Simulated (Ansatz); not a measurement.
# AlIn (hypothetical, Fm-3m): a volume series of phonon spectra, part 3 of 4

Which modes of AlIn (hypothetical) drive its thermal expansion? The crystal structure is hypothetical: it was made by swapping elements on a known structure type.

Ansatz 0.2.0; DFT PBE, scalar-relativistic, plane waves, PAW.

So far. Step 9 (Lattice dynamics at this volume, V/V0 1.015): The lowest solved frequency is -47.1 cm⁻¹, so the cell is unstable here and gives no valid free energy. The highest zone-centre mode (no LO–TO term) moved by -2.7 % for a volume change of +1.5 %. Step 10 (Single point at a scaled cell, V/V0 0.985): The run ends at a pressure of 0.66 GPa.

### Step 11. Lattice dynamics at this volume, V/V0 0.985

The same q-mesh and k-mesh are kept at every volume, so that much of their error can cancel in the differences.

Input file input.yaml:

```yaml
crystal:
  lattice:
    - [0.0, 2.8848161044, 2.8848161044]
    - [2.8848161044, 0.0, 2.8848161044]
    - [2.8848161044, 2.8848161044, 0.0]
  atoms:
    - { symbol: Al, position: [0.5, 0.5, 0.5] }
    - { symbol: In, position: [0.0, 0.0, 0.0] }
kpoints:
  mp_grid: { grid: [12, 12, 12] }
hamiltonian:
  xc: pbe
scf:
  occupations: { method: methfessel_paxton, width: 0.15 }
output:
  eigenvalues: true
phonons:
  method: dfpt
  qmesh: [4, 4, 4]
  temperatures: { t_max: 1000, t_step: 50 }
  qpath:
    path:
      - [[0.0, 0.0, 0.0], [0.5, 0.0, 0.5], [0.625, 0.25, 0.625]]
      - [[0.375, 0.375, 0.75], [0.0, 0.0, 0.0], [0.5, 0.5, 0.5], [0.5, 0.25, 0.75], [0.5, 0.0, 0.5]]
    npoints: 10
```

The run is started by

```sh
$ ansatz run input.yaml --threads 4 --pin off --max-ram 8192MiB --backend cpu --events-out ev --progress --plain --runs-dir out
```

Numbers of over 12 decimals in the logs are rounded to 6 here.

The log of the run:

```text
[...]
Crystal: 2 atoms, lattice volume = 48.016 Å³
Basis set: ecut = 420 eV, 941 PW (Γ), exchange–correlation on 60×60×60 points (8 copies of the dense FFT grid, shifted against one another)
Bands: 12, of which v1, the nominal top of the filled ones, is band 8 counted from 1 (7 counted from 0)
Symmetry: 48 space group operations
k-points: 72 of 1728
[...]
k-point 71: bands = [... 4 lower, -6.5685, 3.1627, 3.8804, 5.0860, 5.0860, 12.5166, 12.6964, 14.7727]
[...]
ASR residual: 1.615e-4 → 0.000e0 eV/Å²; symmetrization residual: 1.101e-6 eV/Å²
  ASR residual per site (eV/Å²): 1.46e-5 1.62e-4
  Γ frequencies (cm⁻¹): 0.00 0.00 0.00 205.97 205.97 205.97
--- Phonons (arbitrary-q DFPT): 8 irreducible q on the 4×4×4 mesh ---
[...]
interpolated dispersion: 62 rows × 6 modes
[...]
[key lines of the parts left out:]
SCF converged after 8 iterations
Free energy (F): -6134.767542 eV
Fermi energy:    7.711134 eV
```

Wall time 4.1 min (4 threads of Intel Xeon Platinum 8259CL at 2.50GHz (Skylake/Cascade Lake), shared host); peak memory 2.5 GiB; 15 min of CPU time.

No LO-TO term. Phonon branches along the path, in cm⁻¹:

```csv
point,branch 1,branch 2,branch 3,branch 4,branch 5,branch 6
Γ,0,0,0,206,206,206
halfway,-26,-26,80,157,204,204
X,-50,-37,-37,210,210,225
halfway,-52,-32,-24,206,206,222
U,-55,21,35,192,193,218
jump to K,-55,21,35,192,193,218
halfway,-37,80,84,159,163,211
Γ,0,0,0,206,206,206
halfway,55,55,59,183,183,186
L,84,84,94,150,150,152
halfway,-12,19,87,155,193,194
W,-52,-52,81,148,218,218
halfway,-54,-40,34,186,215,220
X,-50,-37,-37,210,210,225
```

The phonon branches as a text plot (rows in cm⁻¹):

```
    219 |           ************                         ********
    207 |***************        **********             **      **
    196 |  *     *      ***         *     **          **      *
    184 |                  *      **        **       *
    172 |   *   *           *    *           **     *       **
    161 |    ***             ****             **  **
    149 |                      *                ************
    137 |
    126 |
    114 |
    102 |
     91 |    **                *               *********
     79 |   *  *             ****             ******    ****
     67 |                   *    *           **    *
     56 |  *    *          *      **        *       *       *
     44 |                  *               *         *       *
     32 | *              **         *     *          *
     21 |                 *          *   *            *
      9 |               **              *                     *
     -3 |*                            **
    -14 | **     *                   *                *
    -26 |   ********   **         ***                  *       *
    -38 |         ******       ***                     **    ****
    -49 |           ***********                         *********
         Γ           X  U|K            Γ         L        W     X
```

The lowest solved frequency is -51.9 cm⁻¹, so the cell is unstable here and gives no valid free energy. The highest zone-centre mode (no LO–TO term) moved by +2.8 % for a volume change of -1.5 %.

### Step 12. Single point at a scaled cell, V/V0 1.03

Symmetry fixes every atom, so a single point at the scaled cell gives the energy and pressure of this member.

The cell differs from the one that the last finished run ended in (a 4.080 → 4.141 Å, b 4.080 → 4.141 Å, c 4.080 → 4.141 Å).

input.yaml, the sections that differ from step 11:

```yaml
crystal:
  lattice:
    - [0.0, 2.9280947903, 2.9280947903]
    - [2.9280947903, 0.0, 2.9280947903]
    - [2.9280947903, 2.9280947903, 0.0]
  atoms:
    - { symbol: Al, position: [0.5, 0.5, 0.5] }
    - { symbol: In, position: [0.0, 0.0, 0.0] }
output:
  forces: true
  stress: true
  eigenvalues: true
# kpoints, hamiltonian, scf: as in step 11
# phonons: removed
```

The log of the run:

```text
[...]
Crystal: 2 atoms, lattice volume = 50.209 Å³
Basis set: ecut = 420 eV, 941 PW (Γ), exchange–correlation on 60×60×60 points (8 copies of the dense FFT grid, shifted against one another)
Bands: 12, of which v1, the nominal top of the filled ones, is band 8 counted from 1 (7 counted from 0)
Symmetry: 48 space group operations
[...]
k-points: 72 of 1728
[...]
--- Band table (eV; the first three rows and the last of 72) ---
  k-point 0: bands = [... 4 lower, -7.1113, -1.8433, 9.4964, 9.4964, 9.4964, 11.4066, 13.6198, 13.6198]
  k-point 1: bands = [... 4 lower, -7.1088, -1.7508, 8.5852, 9.4709, 9.4709, 11.9062, 13.5451, 13.7689]
  k-point 2: bands = [... 4 lower, -7.1011, -1.4730, 7.0536, 9.4246, 9.4246, 12.0115, 13.1396, 13.1396]
  k-point 71: bands = [... 4 lower, -7.0416, 2.7243, 3.4036, 4.7317, 4.7317, 11.8043, 11.9949, 14.1854]
[key lines of the parts left out:]
SCF converged after 6 iterations
Free energy (F): -6134.763500 eV
Fermi energy:    7.227202 eV
P = ⅓ Tr σ = -1.1789 GPa (-11.789 kbar)
```

Wall time 0.96 s (4 threads); peak memory 0.43 GiB.

The run ends at a pressure of -1.18 GPa.

### Step 13. Phonons, V/V0 1.03

Phonons at this volume give one point of F(V, T); meshes stay fixed along the series.

input.yaml, the sections that differ from step 12:

```yaml
output:
  eigenvalues: true
phonons:
  method: dfpt
  qmesh: [4, 4, 4]
  temperatures: { t_max: 1000, t_step: 50 }
  qpath:
    path:
      - [[0.0, 0.0, 0.0], [0.5, 0.0, 0.5], [0.625, 0.25, 0.625]]
      - [[0.375, 0.375, 0.75], [0.0, 0.0, 0.0], [0.5, 0.5, 0.5], [0.5, 0.25, 0.75], [0.5, 0.0, 0.5]]
    npoints: 10
# crystal, kpoints, hamiltonian, scf: as in step 12
```

The log of the run:

```text
[...]
Crystal: 2 atoms, lattice volume = 50.209 Å³
Basis set: ecut = 420 eV, 941 PW (Γ), exchange–correlation on 60×60×60 points (8 copies of the dense FFT grid, shifted against one another)
Bands: 12, of which v1, the nominal top of the filled ones, is band 8 counted from 1 (7 counted from 0)
Symmetry: 48 space group operations
k-points: 72 of 1728
[...]
k-point 71: bands = [... 4 lower, -7.0419, 2.7242, 3.4036, 4.7317, 4.7317, 11.8043, 11.9948, 14.1854]
[...]
ASR residual: 1.079e-4 → 0.000e0 eV/Å²; symmetrization residual: 2.090e-6 eV/Å²
  ASR residual per site (eV/Å²): 6.97e-7 1.08e-4
  Γ frequencies (cm⁻¹): 0.00 0.00 0.00 189.81 189.81 189.81
--- Phonons (arbitrary-q DFPT): 8 irreducible q on the 4×4×4 mesh ---
[...]
interpolated dispersion: 62 rows × 6 modes
[...]
[key lines of the parts left out:]
SCF converged after 9 iterations
Free energy (F): -6134.763500 eV
Fermi energy:    7.227191 eV
```

Wall time 3.6 min (4 threads); peak memory 2.6 GiB; 14 min of CPU time.

No LO-TO term. Phonon branches along the path, in cm⁻¹:

```csv
point,branch 1,branch 2,branch 3,branch 4,branch 5,branch 6
Γ,0,0,0,190,190,190
halfway,-23,-23,72,141,188,188
X,-42,-32,-32,192,192,208
halfway,-44,-28,-21,188,188,204
U,-47,18,30,175,175,199
jump to K,-47,18,30,175,175,199
halfway,-34,73,77,144,147,195
Γ,0,0,0,190,190,190
halfway,49,49,52,167,167,171
L,77,77,86,135,135,138
halfway,-9,18,79,139,176,176
W,-45,-45,74,132,200,200
halfway,-46,-35,30,169,197,203
X,-42,-32,-32,192,192,208
```

The phonon branches as a text plot (rows in cm⁻¹):

```
    202 |           ***********                          ********
    192 |***************       ***********              *     ***
    181 | *             **          *    ***          **      *
    170 |  *     *        *       **       **        **
    160 |   *   *          *     *           **     *        *
    149 |                   *** *             **   *        *
    139 |    ***             ***               **********  *
    128 |                                                **
    117 |
    107 |
     96 |
     86 |                                       *****
     75 |    ***             ****             *****  *******
     64 |   *                    *           **    *
     54 |                   *     **        **      *       *
     43 |  *    *          *               *         *       *
     33 |                 *         *     *          *
     22 | *              **          *   *            *
     11 |               *               *                     *
      1 |*               *            **
    -10 | *      *                   *                *
    -20 |  *********   **           *                  *
    -31 |         ******        ****                   **     ***
    -42 |           ************                        *********
         Γ           X  U|K            Γ         L        W     X
```

The lowest solved frequency is -44.9 cm⁻¹, so the cell is unstable here and gives no valid free energy. The highest zone-centre mode (no LO–TO term) moved by -5.3 % for a volume change of +3.0 %.

### Step 14. Single point at a scaled cell, V/V0 0.97

Symmetry fixes every atom, so a single point at the scaled cell gives the energy and pressure of this member.

The cell differs from the one that the last finished run ended in (a 4.141 → 4.059 Å, b 4.141 → 4.059 Å, c 4.141 → 4.059 Å).

input.yaml, the sections that differ from step 13:

```yaml
crystal:
  lattice:
    - [0.0, 2.8700973988, 2.8700973988]
    - [2.8700973988, 0.0, 2.8700973988]
    - [2.8700973988, 2.8700973988, 0.0]
  atoms:
    - { symbol: Al, position: [0.5, 0.5, 0.5] }
    - { symbol: In, position: [0.0, 0.0, 0.0] }
output:
  forces: true
  stress: true
  eigenvalues: true
  write_density: true
  write_potential: true
  elf: true
  volumetric_format: npy
# kpoints, hamiltonian, scf: as in step 13
# phonons: removed
```

The log of the run:

```text
[...]
Crystal: 2 atoms, lattice volume = 47.285 Å³
Basis set: ecut = 420 eV, 941 PW (Γ), exchange–correlation on 60×60×60 points (8 copies of the dense FFT grid, shifted against one another)
Bands: 12, of which v1, the nominal top of the filled ones, is band 8 counted from 1 (7 counted from 0)
Symmetry: 48 space group operations
[...]
k-points: 72 of 1728
[...]
--- Band table (eV; the first three rows and the last of 72) ---
  k-point 0: bands = [... 4 lower, -6.4871, -1.5384, 10.2844, 10.2844, 10.2844, 12.7820, 14.3944, 14.3944]
  k-point 1: bands = [... 4 lower, -6.4840, -1.4415, 9.3898, 10.2542, 10.2542, 13.1782, 14.3606, 14.5582]
  k-point 2: bands = [... 4 lower, -6.4744, -1.1503, 7.8018, 10.1974, 10.1974, 13.0411, 14.0295, 14.0295]
  k-point 71: bands = [... 4 lower, -6.4018, 3.3175, 4.0493, 5.2118, 5.2118, 12.7685, 12.9447, 14.9797]
[key lines of the parts left out:]
SCF converged after 6 iterations
Free energy (F): -6134.762838 eV
Fermi energy:    7.880909 eV
P = ⅓ Tr σ = 1.4076 GPa (14.076 kbar)
```

Wall time 0.97 s (4 threads); peak memory 0.43 GiB; 3 s of CPU time.

The run ends at a pressure of 1.41 GPa.

### Step 15. A run with changed settings

One run with other settings shows how much the ground state depends on them.

This step: DFT PBE, scalar-relativistic, plane waves, PAW; settings changed (Ansatz 0.2.0).

input.yaml, the sections that differ from step 14:

```yaml
kpoints:
  mp_grid: { grid: [12, 12, 12], shift: [0.5, 0.5, 0.5] }
output:
  forces: true
  eigenvalues: true
  stress: true
basis:
  ecutrho_ratio: 4
# crystal, hamiltonian, scf: as in step 14
```

The log of the run:

```text
[...]
--- Band table (eV; the first three rows and the last of 182) ---
  k-point 0: bands = [... 4 lower, -6.4839, -1.5142, 10.0156, 10.2755, 10.2755, 12.9440, 14.3440, 14.4396]
  k-point 1: bands = [... 4 lower, -6.4786, -1.3849, 9.1090, 9.9124, 10.4257, 13.3452, 14.2144, 14.4937]
  k-point 2: bands = [... 4 lower, -6.4674, -1.0612, 7.5303, 9.7136, 10.5190, 13.1373, 13.4106, 13.9533]
  k-point 181: bands = [... 4 lower, -6.4265, 1.8064, 2.2858, 9.3248, 10.0050, 11.0452, 11.8730, 13.1916]
[key lines of the parts left out:]
SCF converged after 6 iterations
Free energy (F): -6134.754735 eV
Fermi energy:    7.880248 eV
P = ⅓ Tr σ = 1.3836 GPa (13.836 kbar)
```

Wall time 1.6 s (4 threads); peak memory 0.47 GiB; 5.4 s of CPU time.

This step gave:

- pressure: 1.384 GPa

The run ends at a pressure of 1.38 GPa.

### Step 16. Lattice dynamics at this volume, V/V0 0.97

Phonons at this volume give one point of F(V, T); meshes stay fixed along the series.

This step: DFT PBE, scalar-relativistic, plane waves, PAW (Ansatz 0.2.0).

input.yaml, the sections that differ from step 15:

```yaml
kpoints:
  mp_grid: { grid: [12, 12, 12] }
output:
  eigenvalues: true
phonons:
  method: dfpt
  qmesh: [4, 4, 4]
  temperatures: { t_max: 1000, t_step: 50 }
  qpath:
    path:
      - [[0.0, 0.0, 0.0], [0.5, 0.0, 0.5], [0.625, 0.25, 0.625]]
      - [[0.375, 0.375, 0.75], [0.0, 0.0, 0.0], [0.5, 0.5, 0.5], [0.5, 0.25, 0.75], [0.5, 0.0, 0.5]]
    npoints: 10
# crystal, hamiltonian, scf: as in step 15
# basis: removed
```

The log of the run:

```text
[...]
Crystal: 2 atoms, lattice volume = 47.285 Å³
Basis set: ecut = 420 eV, 941 PW (Γ), exchange–correlation on 60×60×60 points (8 copies of the dense FFT grid, shifted against one another)
Bands: 12, of which v1, the nominal top of the filled ones, is band 8 counted from 1 (7 counted from 0)
Symmetry: 48 space group operations
k-points: 72 of 1728
[...]
k-point 71: bands = [... 4 lower, -6.4018, 3.3175, 4.0493, 5.2118, 5.2118, 12.7685, 12.9448, 14.9797]
[...]
ASR residual: 1.528e-4 → 0.000e0 eV/Å²; symmetrization residual: 4.171e-7 eV/Å²
  ASR residual per site (eV/Å²): 1.53e-5 1.53e-4
  Γ frequencies (cm⁻¹): 0.00 0.00 0.00 211.59 211.59 211.59
--- Phonons (arbitrary-q DFPT): 8 irreducible q on the 4×4×4 mesh ---
[...]
interpolated dispersion: 62 rows × 6 modes
[...]
[key lines of the parts left out:]
SCF converged after 8 iterations
Free energy (F): -6134.762838 eV
Fermi energy:    7.880920 eV
```

Run time: 3.3 min. Hardware: 4 threads; peak memory 2.5 GiB.

The lowest solved frequency is -54.4 cm⁻¹, so the cell is unstable here and gives no valid free energy. The highest zone-centre mode (no LO–TO term) moved by +5.6 % for a volume change of -3.0 %.

[end of part 3 of 4]

[Logs are printed without paths, hosts, clocks, repeated set-up lines and the standing remarks that a program may print on its own settings, such as how far it seeks lower states.]

[Hosts, paths, dates, database ids (printed as entryN), source tags and the programs' standing remarks are cut or masked in the printed files.]

[A step with changed settings may run another functional than the one named; its input shows which.]


